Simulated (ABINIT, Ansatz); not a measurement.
# CaC2 (I4/mmm): bands and cutoff in G0W0 with ABINIT

What does each rung of G0W0 on CaC2 (I4/mmm) cost, and what does it buy?

Main program and level: ABINIT 10.8.3; PBEsol and many-body steps on it, plane waves.

Most raw output is cut from this account.

## Step 1: The structure

Symmetry: I4/mmm, No. 139, tetragonal system. The conventional cell has a = 3.869 Å, b = 3.869 Å, c = 6.404 Å, α = 90.00°, β = 90.00°, γ = 90.00°. Nearest to Ca lie 10 C at 2.58 to 2.81 Å. Nearest to C lie 1 C at 1.25 Å and 5 Ca at 2.58 to 2.81 Å. Farther neighbours are not listed.

Coordinates:

```cif
data_structure
_symmetry_space_group_name_H-M 'P 1'
_symmetry_Int_Tables_number 1
_cell_length_a 4.2115
_cell_length_b 4.2115
_cell_length_c 4.2115
_cell_angle_alpha 125.317
_cell_angle_beta 125.317
_cell_angle_gamma 81.013
_cell_volume 47.92
loop_
_atom_site_label
_atom_site_type_symbol
_atom_site_fract_x
_atom_site_fract_y
_atom_site_fract_z
_atom_site_occupancy
Ca1 Ca 0.00000 0.00000 0.00000 1
C2 C 0.59789 0.59789 0.00000 1
C3 C 0.40211 0.40211 0.00000 1
```

The cell and positions are those that the Materials Project relaxed with its own functionals (PBE, PBE+U or r2SCAN), kept fixed.

## Step 2: Empty states on the mesh, 4×4×4 mesh, 125 bands

This step: ABINIT 10.8.3; DFT, PBEsol, plane waves, norm-conserving pseudopotentials.

The sums over transitions need many empty states on a uniform mesh; this step solves for them.

Contents of run.abi:

```
acell 3*1.0 Angstrom
rprim 
  -1.934298599400 1.934298599400 3.202111242500
  1.934298599400 -1.934298599400 3.202111242500
  1.934298599400 1.934298599400 -3.202111242500
ntypat 2
znucl 20 6
natom 3
typat 1 2 2
xred 
  0.000000000000 0.000000000000 0.000000000000
  0.597892720000 0.597892720000 0.000000000000
  0.402107280000 0.402107280000 0.000000000000
pp_dirpath "pseudos"
pseudos "Ca.upf, C.upf"
ecut 37
ngkpt 4 4 4
nshiftk 1
shiftk 0 0 0
kptopt 1
chksymbreak 0
irdden 1
istwfk *1
nband 125
prtvol 0
optdriver 6
gwr_task "HDIAGO"
paral_kgb 0
occopt 1
indata_prefix "in"
outdata_prefix "out"
tmpdata_prefix "tmp"
```

Run with:

```sh
$ OMP_NUM_THREADS=1 mpirun -n 4 abinit run.abi > log
```

It took 1.7 min on 4 MPI ranks of Arm Neoverse V2, shared host; peak memory 2.9 GiB; 6.9 min of CPU time.

This step gave:

```yaml
gap: 1.205 eV
k_of_the_valence_top: 0.5, 0.5, 0.5
k_of_the_conduction_bottom: 0.5, 0.5, 0
least_direct_gap: 2.264 eV
k_points_computed: 13
lowest_point_of_the_top_converged_band_above_the_valence_top: 89.0746 eV
```

On this mesh the gap is 1.205 eV.

The density comes from a self-consistent run that is not shown.

## Step 3: Screening, 4×4×4 mesh, 22 bands, screening to 62.6 eV

The RPA dielectric matrix is built and inverted for each q.

This step: RPA screening on PBEsol, plane waves, norm-conserving pseudopotentials.

run.abi: that of step 2 with these lines changed.

```diff
@@ -21,10 +21,11 @@
 chksymbreak 0
-irdden 1
 istwfk *1
-nband 125
-prtvol 0
-optdriver 6
-gwr_task "HDIAGO"
-paral_kgb 0
 occopt 1
+irdwfk 1
+optdriver 3
+nband 22
+ecuteps 2.3
+inclvkb 2
+awtr 1
+symchi 1
 indata_prefix "in"
```

Elapsed: 20 s, on 4 MPI ranks; peak memory 1.3 GiB.

Numbers from this step:

```yaml
eps_infinity_with_local_fields_on_this_mesh_along_the_program_s_q_direction: 3.544
the_same_without_local_fields: 4.069
plasma_frequency: 22.76 eV
plane_waves_in_the_screening_matrix: 61
```

Local fields lower ε∞ by 13 %. On a Γ-centred mesh this coarse the value itself is usually too large, while a short band sum pulls it down.

## Step 4: 22 bands, 62.6 eV

The self-energy is evaluated for the states that the input lists, and the levels follow from it, in one-shot runs by the linearised quasiparticle equation.

This step: G0W0 on PBEsol, plane waves, norm-conserving pseudopotentials.

run.abi: that of step 3 with these lines changed.

```diff
@@ -24,8 +24,19 @@
 irdwfk 1
-optdriver 3
+optdriver 4
 nband 22
+gwcalctyp 0
+ecutsigx 37
+symsigma 1
+nkptgw 3
+kptgw 
+  0.5000000000 0.5000000000 0.5000000000
+  0.5000000000 0.5000000000 0.0000000000
+  0.0000000000 0.0000000000 0.0000000000
+bdgw 
+  7 11
+  8 11
+  8 11
 ecuteps 2.3
-inclvkb 2
-awtr 1
-symchi 1
+irdscr 1
+ppmodel 1
 indata_prefix "in"
```

Elapsed: 9.6 s, on 4 MPI ranks; peak memory 1.7 GiB; 38 s of CPU time.

This step gave:

```yaml
g0w0_gap_on_the_points_computed: 2.924 eV
starting_gap_on_the_mesh: 1.205 eV
k_of_the_valence_top: 0.5, 0.5, 0.5
k_of_the_conduction_bottom: 0.5, 0.5, 0
z_at_the_valence_top: 0.787
z_at_the_conduction_bottom: 0.828
least_direct_g0w0_gap_on_the_computed_points: 4.214 eV
```

The gap on the mesh goes from 1.21 eV to 2.92 eV, a correction of +1.72 eV.

## Step 5: Screening, 4×4×4 mesh, 53 bands, screening to 114.3 eV

This step: RPA screening on PBEsol, plane waves, norm-conserving pseudopotentials.

run.abi: that of step 4 with these lines changed.

```diff
@@ -24,19 +24,8 @@
 irdwfk 1
-optdriver 4
-nband 22
-gwcalctyp 0
-ecutsigx 37
-symsigma 1
-nkptgw 3
-kptgw 
-  0.5000000000 0.5000000000 0.5000000000
-  0.5000000000 0.5000000000 0.0000000000
-  0.0000000000 0.0000000000 0.0000000000
-bdgw 
-  7 11
-  8 11
-  8 11
-ecuteps 2.3
-irdscr 1
-ppmodel 1
+optdriver 3
+nband 53
+ecuteps 4.2
+inclvkb 2
+awtr 1
+symchi 1
 indata_prefix "in"
```

Elapsed: 56 s, on 4 MPI ranks; peak memory 1.9 GiB; 3.7 min of CPU time.

This step gave:

* ε∞ with local fields, on this mesh, along the program's q direction: 3.571
* the same without local fields: 4.162
* plasma frequency: 22.76 eV
* plane waves in the screening matrix: 129

## Step 6: 53 bands, 114.3 eV

This step: G0W0 on PBEsol, plane waves, norm-conserving pseudopotentials.

run.abi: that of step 5 with these lines changed.

```diff
@@ -24,8 +24,19 @@
 irdwfk 1
-optdriver 3
+optdriver 4
 nband 53
+gwcalctyp 0
+ecutsigx 37
+symsigma 1
+nkptgw 3
+kptgw 
+  0.5000000000 0.5000000000 0.5000000000
+  0.5000000000 0.5000000000 0.0000000000
+  0.0000000000 0.0000000000 0.0000000000
+bdgw 
+  7 11
+  8 11
+  8 11
 ecuteps 4.2
-inclvkb 2
-awtr 1
-symchi 1
+irdscr 1
+ppmodel 1
 indata_prefix "in"
```

Elapsed: 13 s, on 4 MPI ranks; peak memory 1.8 GiB; 50 s of CPU time.

Numbers from this step:

```
G0W0 gap on the points computed              : 2.977 eV
starting gap on the mesh                     : 1.205 eV
k of the valence top                         : 0.5, 0.5, 0.5
k of the conduction bottom                   : 0.5, 0.5, 0
Z at the valence top                         : 0.778
Z at the conduction bottom                   : 0.823
least direct G0W0 gap on the computed points : 4.220 eV
```

Against G0W0 in ABINIT (4×4×4 mesh, 22 bands, screening to 62.6 eV, Godby-Needs plasmon pole), the gap moves by +0.053 eV.

## Step 7: Screening, 4×4×4 mesh, 117 bands, screening to 176.9 eV

This step: RPA screening on PBEsol, plane waves, norm-conserving pseudopotentials.

run.abi: that of step 6 with these lines changed.

```diff
@@ -24,19 +24,8 @@
 irdwfk 1
-optdriver 4
-nband 53
-gwcalctyp 0
-ecutsigx 37
-symsigma 1
-nkptgw 3
-kptgw 
-  0.5000000000 0.5000000000 0.5000000000
-  0.5000000000 0.5000000000 0.0000000000
-  0.0000000000 0.0000000000 0.0000000000
-bdgw 
-  7 11
-  8 11
-  8 11
-ecuteps 4.2
-irdscr 1
-ppmodel 1
+optdriver 3
+nband 117
+ecuteps 6.5
+inclvkb 2
+awtr 1
+symchi 1
 indata_prefix "in"
```

It took 2.6 min on 4 MPI ranks; peak memory 3.1 GiB; 11 min of CPU time.

Numbers from this step:

```yaml
eps_infinity_with_local_fields_on_this_mesh_along_the_program_s_q_direction: 3.576
the_same_without_local_fields: 4.170
plasma_frequency: 22.76 eV
plane_waves_in_the_screening_matrix: 271
```

## Step 8: 117 bands, 176.9 eV

This step: G0W0 on PBEsol, plane waves, norm-conserving pseudopotentials.

run.abi: that of step 7 with these lines changed.

```diff
@@ -24,8 +24,19 @@
 irdwfk 1
-optdriver 3
+optdriver 4
 nband 117
+gwcalctyp 0
+ecutsigx 37
+symsigma 1
+nkptgw 3
+kptgw 
+  0.5000000000 0.5000000000 0.5000000000
+  0.5000000000 0.5000000000 0.0000000000
+  0.0000000000 0.0000000000 0.0000000000
+bdgw 
+  7 11
+  8 11
+  8 11
 ecuteps 6.5
-inclvkb 2
-awtr 1
-symchi 1
+irdscr 1
+ppmodel 1
 indata_prefix "in"
```

Run time: 31 s. Hardware: 4 MPI ranks; peak memory 2.9 GiB.

This step gave:

```yaml
g0w0_gap_on_the_points_computed: 3.084 eV
starting_gap_on_the_mesh: 1.205 eV
k_of_the_valence_top: 0.5, 0.5, 0.5
k_of_the_conduction_bottom: 0.5, 0.5, 0
least_direct_g0w0_gap_on_the_computed_points: 4.283 eV
```

Against G0W0 in ABINIT (4×4×4 mesh, 53 bands, screening to 114.3 eV, Godby-Needs plasmon pole), the gap moves by +0.107 eV.

## Step 9: Side by side

Times are wall times on 4 MPI ranks of Arm Neoverse V2, shared host, good to a factor of about two. A run's time includes the screening step that it read.

| run | mesh | bands | screening cutoff (eV) | DFT gap (eV) | gap on the mesh (eV) | direct (eV) | ε∞ used | time |
| --- | --- | --- | --- | --- | --- | --- | --- | --- |
| 22 bands, 62.6 eV | 4×4×4 | 22 | 62.6 | 1.205 | 2.924 | 4.214 | 3.54 | 29 s |
| 53 bands, 114.3 eV | 4×4×4 | 53 | 114.3 | 1.205 | 2.977 | 4.220 | 3.57 | 69 s |
| 117 bands, 176.9 eV | 4×4×4 | 117 | 176.9 | 1.205 | 3.084 | 4.283 | 3.58 | 3.2 min |

## Step 10: Summary of results

```json
{
 "22 bands, 62.6 eV": "2.924 eV",
 "53 bands, 114.3 eV": "2.977 eV",
 "117 bands, 176.9 eV": "3.084 eV",
 "known limits": "not at the basis limit; coarse k mesh"
}
```

In words: From the first rung to the last the gap moves by +0.16 eV for 6.5 times the time. The steps are not yet shrinking, so no limit is drawn. In the G0W0 runs levels were corrected at 3 k points alone, so a gap called «on the mesh» is the least over those, and an edge elsewhere would be missed. The 4×4×4 mesh is coarse for this cell, which bears on the long-range parts of exchange and screening.

[Paths, hosts, dates, memory and timing lines, banners, echoed tables and standing remarks are left out of the program output.]

[Logs are printed without paths, hosts, clocks, repeated set-up lines and the standing remarks that a program may print on its own settings, such as how far it seeks lower states.]

[Runs of the session that timed out or met a known fault of the program may be left out.]

[Hosts, paths, dates, database ids (printed as entryN), source tags and the programs' standing remarks are cut or masked in the printed files.]

[G0W0 gaps are taken among the corrected bands and points alone; a level outside them can change the order at an edge.]

[Where Ansatz stands beside ABINIT at settings called matched, ABINIT's density can come from a denser mesh and the files from another edition; pairs whose starting gaps differed by over 0.03 eV were left out, so agreement reads better than it is.]
